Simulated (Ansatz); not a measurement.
# Pt wire along [100], 24 atoms a period: bands along the axis

Wanted: the relaxed geometry and the bands of the Pt wire along [100], 24 atoms a period.

Program: Ansatz 0.2.0. Level of theory: DFT PBE, plane waves, PAW; relaxation of a wire's period; PAW set soft_1, in the first sound run; inputs show where later runs differ. Results are calculated unless marked as measured.

## 1. The starting structure

The cell holds 24 atoms: 24 Pt. Cell: a = 16.725 Å, b = 16.725 Å, c = 3.970 Å, α = 90.0°, β = 90.0°, γ = 90.0°. Vacuum lies along a and b. The structure's axis is c.

## 2. Relaxation of atoms and period

Band widths follow the bond lengths, so the wire is relaxed first. The atoms and the third cell vector are free; the box across stays fixed as vacuum. A Fermi-Dirac smearing is set since the result may be a metal. The pressure printed is a third of the stress's trace over the whole box, vacuum included; only the stress along the axis is relaxed.

The input, input.yaml:

```yaml
crystal:
  lattice:
    - [16.725, 0.0, 0.0]
    - [0.0, 16.725, 0.0]
    - [0.0, 0.0, 3.97]
  atoms:
    - { symbol: Pt, position: [0.20328849, 0.440657698, 0.0] }
    - { symbol: Pt, position: [0.321973094, 0.321973094, 0.0] }
    - { symbol: Pt, position: [0.321973094, 0.559342302, 0.0] }
    - { symbol: Pt, position: [0.440657698, 0.20328849, 0.0] }
    - { symbol: Pt, position: [0.440657698, 0.440657698, 0.0] }
    - { symbol: Pt, position: [0.440657698, 0.678026906, 0.0] }
    - { symbol: Pt, position: [0.559342302, 0.321973094, 0.0] }
    - { symbol: Pt, position: [0.559342302, 0.559342302, 0.0] }
    - { symbol: Pt, position: [0.559342302, 0.79671151, 0.0] }
    - { symbol: Pt, position: [0.678026906, 0.440657698, 0.0] }
    - { symbol: Pt, position: [0.678026906, 0.678026906, 0.0] }
    - { symbol: Pt, position: [0.79671151, 0.559342302, 0.0] }
    - { symbol: Pt, position: [0.20328849, 0.559342302, 0.5] }
    - { symbol: Pt, position: [0.321973094, 0.440657698, 0.5] }
    - { symbol: Pt, position: [0.321973094, 0.678026906, 0.5] }
    - { symbol: Pt, position: [0.440657698, 0.321973094, 0.5] }
    - { symbol: Pt, position: [0.440657698, 0.559342302, 0.5] }
    - { symbol: Pt, position: [0.440657698, 0.79671151, 0.5] }
    - { symbol: Pt, position: [0.559342302, 0.20328849, 0.5] }
    - { symbol: Pt, position: [0.559342302, 0.440657698, 0.5] }
    - { symbol: Pt, position: [0.559342302, 0.678026906, 0.5] }
    - { symbol: Pt, position: [0.678026906, 0.321973094, 0.5] }
    - { symbol: Pt, position: [0.678026906, 0.559342302, 0.5] }
    - { symbol: Pt, position: [0.79671151, 0.440657698, 0.5] }
kpoints:
  mp_grid: { grid: [1, 1, 21] }
scf:
  occupations: { method: fermi_dirac, width: 0.05 }
hamiltonian:
  xc: pbe
  pseudopotentials: { kind: paw, azcp: { folder: soft_1 } }
relax:
  cell: { fix: [a, b, alpha, beta, gamma] }
  max_steps: 45
  f_tol: 0.03
```

Launch:

```console
$ ansatz run input.yaml --threads 8 --pin off --max-ram 16384MiB --backend cpu --events-out ev --progress --plain --runs-dir out
```

Numbers of over 12 decimals in the logs are rounded to 6 here.

Log:

```text
Engine: ansatz 0.2.0, aarch64-unknown-linux-gnu
Pseudopotentials: kind: paw
Pseudopotential: Pt, paw, valence charge 18, recommended cutoff 420 eV (normal), soft_1/Pt.paw.azcp
Functional definition: PBE
  parameter kappa = 0.804
  parameter beta = 0.066725
  exchange = pbe_x(kappa = kappa, mu = beta*pi^2/3)
  correlation = pbe_c(beta = beta)
Crystal: 24 atoms, lattice volume = 1110.511 Å³
Basis set: ecut = 420 eV, 21701 PW (Γ), exchange–correlation on 240×240×54 points (8 copies of the dense FFT grid, shifted against one another)
Bands: 260, of which v1, the nominal top of the filled ones, is band 216 counted from 1 (215 counted from 0)
Symmetry: 16 space group operations
Space group: P42/mcm (ITA 132), of the structure as read, at distance tolerance 1.0e-4 Å
k-points: 11 of 21
Non-local potential: Pt, projectors of the file, l = 0: 3, l = 1: 2, l = 2: 2, l = 3: 1
PAW form: soft (Blöchl's): semilocal exchange-correlation on the pseudo side does not see the compensation charge
PAW one-centre angular grid: Pt, 590 points (default); XC on 64 Gauss nodes
Initial density: superposition of atomic densities (neutral atoms: chi_scale 0, normalization atom)
Initial wavefunctions: pseudopotential atomic-orbital guess
Functional: x = pbe(κ = 0.804, μ = 0.219515), c = pbe(β = 0.066725)
SCF iter   1: F=—  HF=-300581.341299 eV  |F-HF|=—  |Δ(HF+E_count)|=         —  Δρ=5.21e-2  dr2=5.42e1  ethr=3.10e-3  ⟨swp⟩=6.4  Hψ=10236  notcnv=0  defer=161
preconditioner: auto → LDOS  [metal: Δε(μ)=0.005 eV  Ē_g=6.130 eV  σ=0.050 eV  W_gap=0.03  n_scr=258 (ndim 8)  ℏωp=17.3 eV  f_vac=0.560  D(μ)=40.79/eV (n_scr^D=338)  β→1.0]
SCF iter   2: F=—  HF=-300580.479233 eV  |F-HF|=—  |Δ(HF+E_count)|=   8.62e-1  Δρ=3.95e-2  dr2=2.58e1  ethr=3.10e-3  ⟨swp⟩=3.0  Hψ=7211  notcnv=0  defer=272
SCF iter   3: F=—  HF=-300573.684225 eV  |F-HF|=—  |Δ(HF+E_count)|=    6.80e0  Δρ=1.13e-2  dr2=4.02e0  ethr=3.10e-3  ⟨swp⟩=2.1  Hψ=5556  notcnv=0  defer=292
SCF iter   4: F=—  HF=-300573.377573 eV  |F-HF|=—  |Δ(HF+E_count)|=   3.07e-1  Δρ=3.47e-3  dr2=4.77e-1  ethr=9.31e-4  ⟨swp⟩=2.1  Hψ=4672  notcnv=0  defer=286
SCF iter   5: F=—  HF=-300573.336462 eV  |F-HF|=—  |Δ(HF+E_count)|=   4.11e-2  Δρ=1.67e-3  dr2=4.66e-2  ethr=1.10e-4  ⟨swp⟩=2.0  Hψ=4089  notcnv=0  defer=286
SCF iter   6: F=—  HF=-300573.333564 eV  |F-HF|=—  |Δ(HF+E_count)|=   2.90e-3  Δρ=7.77e-4  dr2=1.83e-2  ethr=1.08e-5  ⟨swp⟩=2.0  Hψ=3919  notcnv=0  defer=286
SCF iter   7: F=—  HF=-300573.332306 eV  |F-HF|=—  |Δ(HF+E_count)|=   1.26e-3  Δρ=4.34e-4  dr2=4.95e-3  ethr=4.23e-6  ⟨swp⟩=2.0  Hψ=2962  notcnv=0  defer=286
SCF iter   8: F=—  HF=-300573.332061 eV  |F-HF|=—  |Δ(HF+E_count)|=   2.45e-4  Δρ=1.24e-4  dr2=9.04e-4  ethr=1.15e-6  ⟨swp⟩=2.0  Hψ=3687  notcnv=0  defer=286
SCF iter   9: F=—  HF=-300573.332038 eV  |F-HF|=—  |Δ(HF+E_count)|=   2.28e-5  Δρ=3.27e-5  dr2=2.65e-5  ethr=2.09e-7  ⟨swp⟩=1.9  Hψ=3233  notcnv=0  defer=286
SCF iter  10: F=—  HF=-300573.332540 eV  |F-HF|=—  |Δ(HF+E_count)|=   5.02e-4  Δρ=9.06e-6  dr2=7.67e-7  ethr=6.13e-9  ⟨swp⟩=2.3  Hψ=4047  notcnv=0  defer=286
SCF iter  11: F=—  HF=-300573.332541 eV  |F-HF|=—  |Δ(HF+E_count)|=   1.75e-6  Δρ=3.36e-6  dr2=2.93e-7  ethr=1.78e-10  ⟨swp⟩=2.9  Hψ=4724  notcnv=0  defer=286
SCF iter  12: F=-300573.332542 eV  HF=-300573.332542 eV  |F-HF|=9.26e-9  |Δ(HF+E_count)|=   1.84e-7  Δρ=1.27e-6  dr2=3.16e-8  ethr=2.31e-11  ⟨swp⟩=3.0  Hψ=10312  notcnv=0
SCF 1 converged in 12 iterations: F = -300573.332542 eV  dr2 = 3.16e-8
  greatest PAW one-centre occupation: 1.000 electrons in one spin orbital (limit 2), on the Pt atom at site 19 (counted from 0), in its partial waves of l = 0
relax step   1: F+E_penalty+E_count = -300573.33254167 eV  Δ(F+E_penalty+E_count) = +0.000e0 eV  max|allowed force component| = 1.297e0 eV/Å  Δτ_max = 0.0000 Å  P = -3.908 GPa  Ω = 1110.511 Å³  fix = [a, b, alpha, beta, gamma]  reactions: a -3.903, b -3.903 GPa  (12 SCF iters, dr2 threshold 1.00e-7 eV, accepted)
Crystal: 24 atoms, lattice volume = 1079.715 Å³
Basis set: ecut = 420 eV, 21109 PW (Γ), exchange–correlation on 240×240×54 points (8 copies of the dense FFT grid, shifted against one another)
Initial density: handed on by an earlier stage of this run
Initial wavefunctions: those handed on with the density
iter 1 solved again at ethr=2.45e-3 eV; its pass at ethr=3.10e-3 eV (dr2=1.06e1 eV) is discarded
SCF iter   1: F=—  HF=-300575.400191 eV  |F-HF|=—  |Δ(HF+E_count)|=         —  Δρ=1.96e-2  dr2=1.05e1  ethr=2.45e-3  ⟨swp⟩=3.2  Hψ=14554  notcnv=0
preconditioner: auto → LDOS  [metal: Δε(μ)=0.002 eV  Ē_g=6.664 eV  σ=0.050 eV  W_gap=0.01  n_scr=258 (ndim 8)  ℏωp=17.5 eV  f_vac=0.577  D(μ)=45.22/eV (n_scr^D=394)  β→1.0]
SCF iter   2: F=—  HF=-300574.912740 eV  |F-HF|=—  |Δ(HF+E_count)|=   4.87e-1  Δρ=6.36e-3  dr2=1.07e0  ethr=2.44e-3  ⟨swp⟩=2.3  Hψ=3684  notcnv=0  defer=1
SCF iter   3: F=—  HF=-300574.886424 eV  |F-HF|=—  |Δ(HF+E_count)|=   2.63e-2  Δρ=3.69e-3  dr2=2.44e-1  ethr=2.47e-4  ⟨swp⟩=3.2  Hψ=3895  notcnv=0  defer=80
SCF iter   4: F=—  HF=-300574.858247 eV  |F-HF|=—  |Δ(HF+E_count)|=   2.82e-2  Δρ=8.13e-4  dr2=1.81e-2  ethr=5.64e-5  ⟨swp⟩=2.0  Hψ=3862  notcnv=0  defer=258
SCF iter   5: F=—  HF=-300574.858616 eV  |F-HF|=—  |Δ(HF+E_count)|=   3.70e-4  Δρ=3.20e-4  dr2=2.51e-3  ethr=4.20e-6  ⟨swp⟩=2.0  Hψ=3866  notcnv=0  defer=275
SCF iter   6: F=—  HF=-300574.858526 eV  |F-HF|=—  |Δ(HF+E_count)|=   9.06e-5  Δρ=1.65e-4  dr2=8.89e-4  ethr=5.81e-7  ⟨swp⟩=2.0  Hψ=3895  notcnv=0  defer=275
SCF iter   7: F=—  HF=-300574.858932 eV  |F-HF|=—  |Δ(HF+E_count)|=   4.06e-4  Δρ=7.08e-5  dr2=1.10e-4  ethr=2.06e-7  ⟨swp⟩=2.7  Hψ=4005  notcnv=0  defer=275
SCF iter   8: F=—  HF=-300574.858929 eV  |F-HF|=—  |Δ(HF+E_count)|=   2.96e-6  Δρ=1.61e-5  dr2=7.59e-6  ethr=2.54e-8  ⟨swp⟩=2.9  Hψ=4195  notcnv=0  defer=275
SCF iter   9: F=-300574.858930 eV  HF=-300574.858930 eV  |F-HF|=4.95e-9  |Δ(HF+E_count)|=   8.53e-7  Δρ=4.06e-6  dr2=3.29e-7  ethr=5.56e-10  ⟨swp⟩=5.0  Hψ=9944  notcnv=0
SCF 2 converged in 9 iterations: F = -300574.858930 eV  dr2 = 3.29e-7
  greatest PAW one-centre occupation: 1.000 electrons in one spin orbital (limit 2), on the Pt atom at site 22 (counted from 0), in its partial waves of l = 0
relax step   2: F+E_penalty+E_count = -300574.85892956 eV  Δ(F+E_penalty+E_count) = -1.526e0 eV  max|allowed force component| = 5.318e-1 eV/Å  Δτ_max = 0.1948 Å  P = +1.929 GPa  Ω = 1079.715 Å³  energy of the carried Pulay correction = +4.595e-3 eV  fix = [a, b, alpha, beta, gamma]  reactions: a +1.302, b +1.302 GPa  (9 SCF iters, dr2 threshold 2.40e-6 eV, accepted)
Crystal: 24 atoms, lattice volume = 1115.955 Å³
[...]
Basis set: ecut = 420 eV, 22349 PW (Γ), exchange–correlation on 240×240×60 points (8 copies of the dense FFT grid, shifted against one another)
Initial wavefunctions: pseudopotential atomic-orbital guess (no wavefunctions were taken with the density)
iter 1 solved again at ethr=1.09e-6 eV; its pass at ethr=3.10e-3 eV (dr2=4.71e-3 eV) is discarded
SCF iter   1: F=—  HF=-300575.404684 eV  |F-HF|=—  |Δ(HF+E_count)|=         —  Δρ=5.07e-4  dr2=9.83e-5  ethr=1.09e-6  ⟨swp⟩=5.8  Hψ=20908  notcnv=0  defer=1
preconditioner: auto → LDOS  [metal: Δε(μ)=0.002 eV  Ē_g=6.546 eV  σ=0.050 eV  W_gap=0.01  n_scr=258 (ndim 8)  ℏωp=17.0 eV  f_vac=0.590  D(μ)=39.70/eV (n_scr^D=314)  β→1.0]
SCF iter   2: F=—  HF=-300575.469360 eV  |F-HF|=—  |Δ(HF+E_count)|=   6.47e-2  Δρ=2.59e-5  dr2=4.04e-5  ethr=2.28e-8  ⟨swp⟩=4.1  Hψ=7333  notcnv=0  defer=18
SCF iter   3: F=—  HF=-300575.469161 eV  |F-HF|=—  |Δ(HF+E_count)|=   1.99e-4  Δρ=1.55e-5  dr2=2.93e-6  ethr=9.35e-9  ⟨swp⟩=2.4  Hψ=4096  notcnv=0  defer=20
SCF iter   4: F=—  HF=-300575.469839 eV  |F-HF|=—  |Δ(HF+E_count)|=   6.79e-4  Δρ=7.26e-6  dr2=1.53e-6  ethr=6.79e-10  ⟨swp⟩=3.0  Hψ=4937  notcnv=0  defer=21
SCF iter   5: F=—  HF=-300575.469841 eV  |F-HF|=—  |Δ(HF+E_count)|=   1.99e-6  Δρ=2.94e-6  dr2=3.70e-7  ethr=3.54e-10  ⟨swp⟩=2.1  Hψ=4117  notcnv=0  defer=21
SCF iter   6: F=—  HF=-300575.469842 eV  |F-HF|=—  |Δ(HF+E_count)|=   4.18e-7  Δρ=8.71e-7  dr2=3.12e-8  ethr=8.57e-11  ⟨swp⟩=2.0  Hψ=4038  notcnv=0  defer=21
SCF iter   7: F=—  HF=-300575.469842 eV  |F-HF|=—  |Δ(HF+E_count)|=   1.79e-7  Δρ=3.13e-7  dr2=3.47e-9  ethr=7.22e-12  ⟨swp⟩=2.0  Hψ=4107  notcnv=0  defer=21
SCF iter   8: F=—  HF=-300575.469842 eV  |F-HF|=—  |Δ(HF+E_count)|=   1.71e-8  Δρ=1.43e-7  dr2=5.42e-10  ethr=1.00e-12  ⟨swp⟩=2.0  Hψ=3813  notcnv=0  defer=21
SCF iter   9: F=-300575.469842 eV  HF=-300575.469842 eV  |F-HF|=1.16e-10  |Δ(HF+E_count)|=   1.57e-9  Δρ=5.91e-8  dr2=8.92e-11  ethr=1.00e-12  ⟨swp⟩=4.5  Hψ=8811  notcnv=0
SCF 7 converged in 9 iterations: F = -300575.469842 eV  dr2 = 8.92e-11
  greatest PAW one-centre occupation: 1.000 electrons in one spin orbital (limit 2), on the Pt atom at site 20 (counted from 0), in its partial waves of l = 0
relax step   7: F+E_penalty+E_count = -300575.46984206 eV  Δ(F+E_penalty+E_count) = -5.819e-3 eV  max|allowed force component| = 9.085e-3 eV/Å  Δτ_max = 0.0000 Å  P = -0.010 GPa  Ω = 1145.516 Å³  fix = [a, b, alpha, beta, gamma]  reactions: a -0.009, b -0.009 GPa  stress off target by 1.12e-2 GPa on what of the cell is left free  SCF on the basis re-selected at this cell (its energy is not comparable with the rows above)  (9 SCF iters)
basis re-selected at this cell: Δ(F+E_penalty+E_count) = -5.819e-3 eV, ΔP = -0.000 GPa vs the last step (what re-selecting the basis moved, of the pressure what is left beyond the Pulay correction that the steps carried, after the strain that the cell walked since its last selection, with what the two solves' SCF thresholds leave and, on support functions, any second-order correction that the steps lacked; it is no measure of the basis error at this ecutwfc). The dense FFT grid was sized anew with the basis: this SCF ran on 120×120×30 points, the steps before it on 120×120×27, so part of this shift can come from that change (see relax.cell in the input reference). [rest of the remark cut]
SCF converged after 9 iterations
Free energy (F): -300575.469842 eV
Harris-Foulkes:  -300575.469842 eV  (|F-HF|=1.16e-10)
Internal energy: -300575.153017 eV  (E = F + TS)
E sigma→0 (E₀):  -300575.311429 eV
Entropy (-TS):   -0.316826 eV (-13.201 meV/atom)
Fermi energy:    3.755793 eV
--- Per-component energies (eV) ---
  E_band       = -11334.813577
  E_kinetic    = 14316.359225
  E_local      = -360691.284863  (includes V_loc(G=0)·N_el)
  E_nonlocal   = 4901.044335
  E_hartree    = 172124.762976
  E_xc         = -5552.091482
  E_vxc        = -6478.873340  (∫ρ·V_xc dr)
  E_paw        = -227618.115702  (= ΣΔE_a)
  E_vpaw       = -7631.611564  (= ΣTr[D̂ρ^β])
  E_aug_tail   = 0.026483  (compensation charges beyond the density's cutoff)
  E_ewald      = 101944.146013
  E_smearing   = -0.316826  (= −TS)
  E_closure    = -0.000000  (closes the sum)
  Σ components = -300575.469842   (vs F -300575.469842, Δ=0.00e0)
--- Forces (eV/Å), atoms counted from 1 ---
  atom   1  Pt    -0.00366667     0.00511221     0.00000000
  atom   2  Pt     0.00152030     0.00152030     0.00000000
  atom   3  Pt     0.00908502     0.00712938     0.00000000
  atom   4  Pt     0.00511221    -0.00366667     0.00000000
  atom   5  Pt     0.00065566     0.00065566     0.00000000
  atom   6  Pt    -0.00712938    -0.00908502     0.00000000
  atom   7  Pt     0.00712938     0.00908502     0.00000000
  atom   8  Pt    -0.00065566    -0.00065566     0.00000000
  atom   9  Pt    -0.00511221     0.00366667     0.00000000
  atom  10  Pt    -0.00908502    -0.00712938     0.00000000
  atom  11  Pt    -0.00152030    -0.00152030     0.00000000
  atom  12  Pt     0.00366667    -0.00511221     0.00000000
  atom  13  Pt    -0.00366667    -0.00511221     0.00000000
  atom  14  Pt     0.00908502    -0.00712938     0.00000000
  atom  15  Pt     0.00152030    -0.00152030     0.00000000
  atom  16  Pt    -0.00712938     0.00908502     0.00000000
  atom  17  Pt     0.00065566    -0.00065566     0.00000000
  atom  18  Pt     0.00511221     0.00366667     0.00000000
  atom  19  Pt    -0.00511221    -0.00366667     0.00000000
  atom  20  Pt    -0.00065566     0.00065566     0.00000000
  atom  21  Pt     0.00712938    -0.00908502     0.00000000
  atom  22  Pt    -0.00152030     0.00152030     0.00000000
  atom  23  Pt    -0.00908502     0.00712938     0.00000000
  atom  24  Pt     0.00366667     0.00511221     0.00000000
  max |Σ_I F_I| component: 4.77e-18 eV/Å
--- Stress (GPa, compression-positive) ---
       -0.008959       0.000000       0.000000
        0.000000      -0.008959       0.000000
        0.000000       0.000000      -0.011174
  P = ⅓ Tr σ = -0.0097 GPa (-0.097 kbar)
--- Relaxed structure (6 steps of the walk, 6 accepted, 1 SCFs on fresh bases) ---
  F+E_penalty+E_count = -300575.46984206 eV   max|allowed force component| = 9.085e-3 eV/Å   (the final SCF, on the basis selected at the relaxed cell)
  cell:  # Å, volume = 1145.5156 Å³
    - [16.725, 0.0, 0.0]
    - [0.0, 16.725, 0.0]
    - [0.0, 0.0, 4.095140]
  atoms:
    - { symbol: Pt, position: [0.218965, 0.449286, 0.0] }
    - { symbol: Pt, position: [0.328535, 0.328535, 0.0] }
    - { symbol: Pt, position: [0.323207, 0.566650, 0.0] }
    - { symbol: Pt, position: [0.449286, 0.218965, 0.0] }
    - { symbol: Pt, position: [0.442972, 0.442972, 0.0] }
    - { symbol: Pt, position: [0.433350, 0.676793, 0.0] }
    - { symbol: Pt, position: [0.566650, 0.323207, 0.0] }
    - { symbol: Pt, position: [0.557028, 0.557028, 0.0] }
    - { symbol: Pt, position: [0.550714, 0.781035, 0.0] }
    - { symbol: Pt, position: [0.676793, 0.433350, 0.0] }
    - { symbol: Pt, position: [0.671465, 0.671465, 0.0] }
    - { symbol: Pt, position: [0.781035, 0.550714, 0.0] }
    - { symbol: Pt, position: [0.218965, 0.550714, 0.500000] }
    - { symbol: Pt, position: [0.323207, 0.433350, 0.500000] }
    - { symbol: Pt, position: [0.328535, 0.671465, 0.500000] }
    - { symbol: Pt, position: [0.433350, 0.323207, 0.500000] }
    - { symbol: Pt, position: [0.442972, 0.557028, 0.500000] }
    - { symbol: Pt, position: [0.449286, 0.781035, 0.500000] }
    - { symbol: Pt, position: [0.550714, 0.218965, 0.500000] }
    - { symbol: Pt, position: [0.557028, 0.442972, 0.500000] }
    - { symbol: Pt, position: [0.566650, 0.676793, 0.500000] }
    - { symbol: Pt, position: [0.671465, 0.328535, 0.500000] }
    - { symbol: Pt, position: [0.676793, 0.566650, 0.500000] }
    - { symbol: Pt, position: [0.781035, 0.449286, 0.500000] }
```

Elapsed: 5.2 min, on 8 threads of Arm Neoverse V2, shared host; peak memory 9.8 GiB; 41 min of CPU time.

(Part 1 of 2 ends here.)

[Logs are printed without paths, hosts, clocks, repeated set-up lines and the standing remarks that a program may print on its own settings, such as how far it seeks lower states.]

[Hosts, paths, dates, database ids (printed as entryN), source tags and the programs' standing remarks are cut or masked in the printed files.]
